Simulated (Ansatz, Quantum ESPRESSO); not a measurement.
# Cl-SiC-Cl chair, 1 layer: response to a perpendicular field, part 2 of 5

Wanted: polarisability and gap of Cl-SiC-Cl chair, 1 layer against a perpendicular field.

Quantum ESPRESSO 7.5; plane-wave DFT, PBE, SG15 norm-conserving pseudopotentials; geometry and cross-check by Ansatz 0.2.0 with PAW datasets.

So far: Set-up; Geometry from Ansatz.

**3. Ground state: no field**

The zero-field run is the reference. tefield and dipfield are on already, so that all runs share k-points and boundary.

Level of this step: plane-wave DFT, PBE, SG15 norm-conserving pseudopotentials (Quantum ESPRESSO 7.5).

File f0.in:

```
&control
  prefix = 'f0'
  outdir = './out'
  pseudo_dir = './pseudo'
  calculation = 'scf'
  tprnfor = .true.
  tefield = .true.
  dipfield = .true.
/
&system
  ibrav = 0
  nat = 4
  ntyp = 3
  ecutwfc = 60
  ecutrho = 240
  occupations = 'smearing'
  smearing = 'fd'
  degauss = 0.004
  edir = 3
  emaxpos = 0.97
  eopreg = 0.04
  eamp = 0.0
/
&electrons
  conv_thr = 1e-09
  mixing_beta = 0.4
  electron_maxstep = 120
  mixing_mode = 'plain'
/
ATOMIC_SPECIES
  Cl  35.4500  Cl_ONCV_PBE-1.2.upf
  C   12.0110  C_ONCV_PBE-1.2.upf
  Si  28.0850  Si_ONCV_PBE-1.2.upf
CELL_PARAMETERS angstrom
  3.27602183406676 -0.00000000000000 -0.00000000000000
  -1.63801091703338 2.83711813165431 0.00000000000000
  -0.00000000000000 -0.00000000000000 21.53333333330000
ATOMIC_POSITIONS crystal
  Cl  0.666666666667 0.333333333333 0.395525486064
  C   0.666666666667 0.333333333333 0.480774147586
  Si  0.333333333333 0.666666666667 0.506209546039
  Cl  0.333333333333 0.666666666667 0.601236950311
K_POINTS automatic
  12 12 1 0 0 0
```

The run is started by

```console
OMP_NUM_THREADS=1 mpirun -n 4 pw.x -nk 4 -in f0.in > f0.out
```

What it wrote:

```text
Program PWSCF v.7.5 starts
[citation notice left out]

     Parallel version (MPI & OpenMP), running on       4 processor cores
     Number of MPI processes:                 4
     Threads/MPI process:                     1

     MPI processes distributed on     1 nodes
[...]
Current dimensions of program PWSCF are:
     Max number of different atomic species (ntypx) = 10
     Max number of k-points (npk) =  40000
     Max angular momentum in pseudopotentials (lmaxx) =  4
     Presently no symmetry can be used with electric field

     K-points division:     npool     =       4
     Subspace diagonalization in iterative solution of the eigenvalue problem:
     a serial algorithm will be used

     G-vector sticks info
     --------------------
     sticks:   dense  smooth     PW     G-vecs:    dense   smooth      PW
     Sum         637     637    199                84897    84897   15335

     Using Slab Decomposition

     bravais-lattice index     =            0
     lattice parameter (alat)  =       6.1908  a.u.
     unit-cell volume          =    1350.6166 (a.u.)^3
     number of atoms/cell      =            4
     number of atomic types    =            3
     number of electrons       =        22.00
     number of Kohn-Sham states=           15
     kinetic-energy cutoff     =      60.0000  Ry
     charge density cutoff     =     240.0000  Ry
     scf convergence threshold =      1.0E-09
     mixing beta               =       0.4000
     number of iterations used =            8  plain     mixing
     Exchange-correlation= PBE
                           (   1   4   3   4   0   0   0)

     celldm(1)=   6.190784  celldm(2)=   0.000000  celldm(3)=   0.000000
     celldm(4)=   0.000000  celldm(5)=   0.000000  celldm(6)=   0.000000

     crystal axes: (cart. coord. in units of alat)
               a(1) = (   1.000000  -0.000000  -0.000000 )
               a(2) = (  -0.500000   0.866025   0.000000 )
               a(3) = (  -0.000000  -0.000000   6.573013 )

     reciprocal axes: (cart. coord. in units 2 pi/alat)
               b(1) = (  1.000000  0.577350  0.000000 )
               b(2) = (  0.000000  1.154701  0.000000 )
               b(3) = (  0.000000  0.000000  0.152137 )

     PseudoPot. # 1 for Cl read from file:
     ./pseudo/Cl_ONCV_PBE-1.2.upf
     Pseudo is Norm-conserving, Zval =  7.0
     Generated using ONCVPSP code by D. R. Hamann
     Using radial grid of  602 points,  4 beta functions with:
                l(1) =   0
                l(2) =   0
                l(3) =   1
                l(4) =   1

     PseudoPot. # 2 for C  read from file:
     ./pseudo/C_ONCV_PBE-1.2.upf
     Pseudo is Norm-conserving, Zval =  4.0
     Generated using ONCVPSP code by D. R. Hamann
     Using radial grid of  602 points,  4 beta functions with:
                l(1) =   0
                l(2) =   0
                l(3) =   1
                l(4) =   1

     PseudoPot. # 3 for Si read from file:
     ./pseudo/Si_ONCV_PBE-1.2.upf
     Pseudo is Norm-conserving, Zval =  4.0
     Generated using ONCVPSP code by D. R. Hamann
     Using radial grid of  602 points,  4 beta functions with:
                l(1) =   0
                l(2) =   0
                l(3) =   1
                l(4) =   1

     atomic species   valence    mass     pseudopotential
     Cl                7.00    35.45000     Cl( 1.00)
     C                 4.00    12.01100     C ( 1.00)
     Si                4.00    28.08500     Si( 1.00)

     No symmetry found

   Cartesian axes

     site n.     atom                  positions (alat units)
         1        Cl     tau(   1) = (   0.5000000   0.2886751   2.5997941  )
         2        C      tau(   2) = (   0.5000000   0.2886751   3.1601346  )
         3        Si     tau(   3) = (  -0.0000000   0.5773503   3.3273218  )
         4        Cl     tau(   4) = (  -0.0000000   0.5773503   3.9519381  )

     number of k points=    74  Fermi-Dirac smearing, width (Ry)=  0.0040
                       cart. coord. in units 2pi/alat
        k(    1) = (   0.0000000   0.0000000   0.0000000), wk =   0.0138889
        k(    2) = (   0.0000000   0.0962250   0.0000000), wk =   0.0277778
        k(    3) = (   0.0000000   0.1924501   0.0000000), wk =   0.0277778
        k(    4) = (   0.0000000   0.2886751   0.0000000), wk =   0.0277778
        k(    5) = (   0.0000000   0.3849002   0.0000000), wk =   0.0277778
        k(    6) = (   0.0000000   0.4811252   0.0000000), wk =   0.0277778
        k(    7) = (   0.0000000  -0.5773503   0.0000000), wk =   0.0138889
        k(    8) = (   0.0833333   0.0481125   0.0000000), wk =   0.0277778
        k(    9) = (   0.0833333   0.1443376   0.0000000), wk =   0.0277778
        k(   10) = (   0.0833333   0.2405626   0.0000000), wk =   0.0277778
[...]
k(   74) = (  -0.5000000  -0.8660254   0.0000000), wk =   0.0138889

     Dense  grid:    84897 G-vectors     FFT dimensions: (  32,  32, 216)

     Estimated max dynamical RAM per process >     120.19 MB

     Estimated total dynamical RAM >     418.57 MB

     Initial potential from superposition of free atoms

     starting charge      21.9374, renormalised to      22.0000

     negative rho (up, down):  8.847E-05 0.000E+00

     Adding external electric field

     Computed dipole along edir(3) :
        Dipole                0.0143 Ry au,          0.0363 Debye
        Dipole field          0.0001 Ry au,

        Potential amp.       -0.0104 Ry
        Total length         39.0644 bohr

     Starting wfcs are random

     total cpu time spent up to now is        2.5 secs

     per-process dynamical memory:    98.0 Mb

     Self-consistent Calculation

     iteration #  1     ecut=    60.00 Ry     beta= 0.40
     Davidson diagonalization with overlap
     ethr =  1.00E-02,  avg # of iterations = 11.9

     Adding external electric field

     Computed dipole along edir(3) :
        Dipole               -0.1198 Ry au,         -0.3044 Debye
        Dipole field         -0.0011 Ry au,

        Potential amp.        0.0871 Ry
        Total length         39.0644 bohr

     total cpu time spent up to now is       13.6 secs

     total energy              =     -79.69774231 Ry
     estimated scf accuracy    <       0.25222247 Ry

     iteration #  2     ecut=    60.00 Ry     beta= 0.40
[...]
Dipole                0.1258 Ry au,          0.3198 Debye
[...]
total energy              =     -79.72482546 Ry
     estimated scf accuracy    <       0.05696781 Ry

     iteration #  3     ecut=    60.00 Ry     beta= 0.40
[...]
Dipole               -0.0599 Ry au,         -0.1523 Debye
[...]
total energy              =     -79.73115131 Ry
     estimated scf accuracy    <       0.03574971 Ry

     iteration #  4     ecut=    60.00 Ry     beta= 0.40
[...]
Dipole               -0.0048 Ry au,         -0.0121 Debye
[...]
total energy              =     -79.73658964 Ry
     estimated scf accuracy    <       0.00620122 Ry

     iteration #  5     ecut=    60.00 Ry     beta= 0.40
[...]
Dipole               -0.0185 Ry au,         -0.0469 Debye
[...]
total energy              =     -79.73737823 Ry
     estimated scf accuracy    <       0.00095115 Ry

     iteration #  6     ecut=    60.00 Ry     beta= 0.40
[...]
Dipole               -0.0184 Ry au,         -0.0468 Debye
[...]
total energy              =     -79.73746904 Ry
     estimated scf accuracy    <       0.00004288 Ry

     iteration #  7     ecut=    60.00 Ry     beta= 0.40
[...]
Dipole               -0.0167 Ry au,         -0.0425 Debye
[...]
total energy              =     -79.73747678 Ry
     estimated scf accuracy    <       0.00000539 Ry

     iteration #  8     ecut=    60.00 Ry     beta= 0.40
[...]
Dipole               -0.0173 Ry au,         -0.0439 Debye
[...]
total energy              =     -79.73747781 Ry
     estimated scf accuracy    <       0.00000049 Ry

     iteration #  9     ecut=    60.00 Ry     beta= 0.40
[...]
Dipole               -0.0171 Ry au,         -0.0434 Debye
[...]
total energy              =     -79.73747796 Ry
     estimated scf accuracy    <       0.00000012 Ry

     iteration # 10     ecut=    60.00 Ry     beta= 0.40
[...]
Dipole               -0.0171 Ry au,         -0.0434 Debye
[...]
total energy              =     -79.73747799 Ry
     estimated scf accuracy    <          4.7E-09 Ry

     iteration # 11     ecut=    60.00 Ry     beta= 0.40
[...]
Dipole               -0.0171 Ry au,         -0.0435 Debye
[...]
total energy              =     -79.73747799 Ry
     estimated scf accuracy    <          1.3E-09 Ry

     iteration # 12     ecut=    60.00 Ry     beta= 0.40
[...]
Dipole               -0.0171 Ry au,         -0.0434 Debye
[...]
End of self-consistent calculation

          k = 0.0000 0.0000 0.0000 ( 10691 PWs)   bands (ev):

   -18.7997 -17.8612 -14.3329  -8.8082  -6.1403  -4.7012  -4.7012  -3.1121
    -3.1121  -1.8428  -1.8428   0.4153   1.3064   3.2283   3.7935

          k = 0.0000 0.0962 0.0000 ( 10631 PWs)   bands (ev):

   -18.7404 -17.8152 -14.2600  -8.7690  -6.1443  -5.1520  -4.8099  -3.3759
    -3.1633  -2.1519  -1.9037   0.6487   1.5693   3.2936   3.6156

          k = 0.0000 0.1925 0.0000 ( 10621 PWs)   bands (ev):

   -18.5719 -17.6857 -14.0458  -8.6818  -6.2597  -6.0619  -5.0835  -4.0088
    -3.3017  -2.8810  -2.0611   0.9671   1.9422   3.4387   3.7406

          k = 0.0000 0.2887 0.0000 ( 10605 PWs)   bands (ev):

   -18.3246 -17.4992 -13.7053  -8.7084  -7.1602  -6.2463  -5.4134  -4.7067
    -3.7238  -3.4848  -2.2589   1.0878   1.8144   3.6171   4.4829

          k = 0.0000 0.3849 0.0000 ( 10579 PWs)   bands (ev):

   -18.0529 -17.2998 -13.2699  -9.2390  -7.5541  -6.4778  -5.7055  -5.2380
    -4.4433  -3.6600  -2.4415   0.8721   1.8346   3.4552   4.9984

          k = 0.0000 0.4811 0.0000 ( 10562 PWs)   bands (ev):

   -17.8347 -17.1446 -12.8182 -10.0000  -7.5461  -6.7280  -5.9008  -5.5553
    -4.8854  -3.7833  -2.5675   0.6321   1.9002   3.2288   5.1341

[...]
the Fermi energy is    -0.6696 ev

!    total energy              =     -79.73747799 Ry
     estimated scf accuracy    <          2.7E-10 Ry
     smearing contrib. (-TS)   =      -0.00000000 Ry
     internal energy E=F+TS    =     -79.73747799 Ry

     The total energy is F=E-TS. E is the sum of the following terms:
     one-electron contribution =    -618.60512615 Ry
     hartree contribution      =     313.82573851 Ry
     xc contribution           =     -17.54610538 Ry
     ewald contribution        =     242.58801232 Ry
     electric field correction =       0.00000272 Ry

     convergence has been achieved in  12 iterations

     Forces acting on atoms (cartesian axes, Ry/au):

     atom    1 type  1   force =    -0.00000002   -0.00000000   -0.00327289
     atom    2 type  2   force =     0.00000003   -0.00000000    0.00270169
     atom    3 type  3   force =    -0.00000004   -0.00000002   -0.00259284
     atom    4 type  1   force =     0.00000003    0.00000002    0.00316404

     Total force =     0.005894     Total SCF correction =     0.000009

[...]
=------------------------------------------------------------------------------=
   JOB DONE.
=------------------------------------------------------------------------------=
[key lines of the parts left out:]
Dipole field         -0.0002 Ry au,
```

It took 56 s on 4 MPI ranks of Intel Xeon Platinum 8488C (Sapphire Rapids), shared host; peak memory 0.59 GiB.

Read from the output:

* free energy: -1084.8837 eV
* Fermi energy: -0.6696 eV
* dipole along the normal: -0.009036 e·Å
* valence top, on the run's zero: -1.843 eV
* conduction bottom, on the run's zero: 0.4153 eV
* gap by band count: 2.258 eV

The run needed 12 iterations to bring the estimated error under 1e-09 Ry; the largest force on any atom, held or free, is 0.08 eV/Å.

**4. Electrostatic potential**

plot_num = 11 writes the bare and Hartree potential. It leaves out exchange and correlation, which fade slowly, so it flattens close to the surface.

File f0.pot.in:

```
&inputpp
  prefix = 'f0'
  outdir = './out'
  filplot = 'f0.pot.dat'
  plot_num = 11
/
```

The run is started by

```console
OMP_NUM_THREADS=1 mpirun -n 4 pp.x -in f0.pot.in > f0.pot.out
```

Elapsed: 1.5 s, on 4 MPI ranks; peak memory 0.08 GiB; 4.1 s of CPU time.

Read from the output:

* slope of the potential above: 8.01e-6 eV/Å
* upper vacuum line continued to the top atoms, over the valence top: 5.689 eV
* slope of the potential below: -7.49e-6 eV/Å
* lower vacuum line continued to the bottom atoms, over the valence top: 5.513 eV
* vacuum level at the upper face over the valence top of the mesh: 5.689 eV
* vacuum level at the lower face over the valence top of the mesh: 5.513 eV

The vacuum is flat to 0.1 meV/Å, so its level is well defined. Inside the slab the curve depends on the local part of the pseudopotentials; only the vacuum level has a meaning of its own.

[end of part 2 of 5]

[Logs are printed without paths, hosts, clocks, repeated set-up lines and the standing remarks that a program may print on its own settings, such as how far it seeks lower states.]

[Hosts, paths, dates, database ids (printed as entryN), source tags and the programs' standing remarks are cut or masked in the printed files.]

[Maps of the electrostatic potential energy from Ansatz leave out the sawtooth potential of an applied field or a dipole correction, so their vacuum need not be flat; planar profiles and work functions include it.]
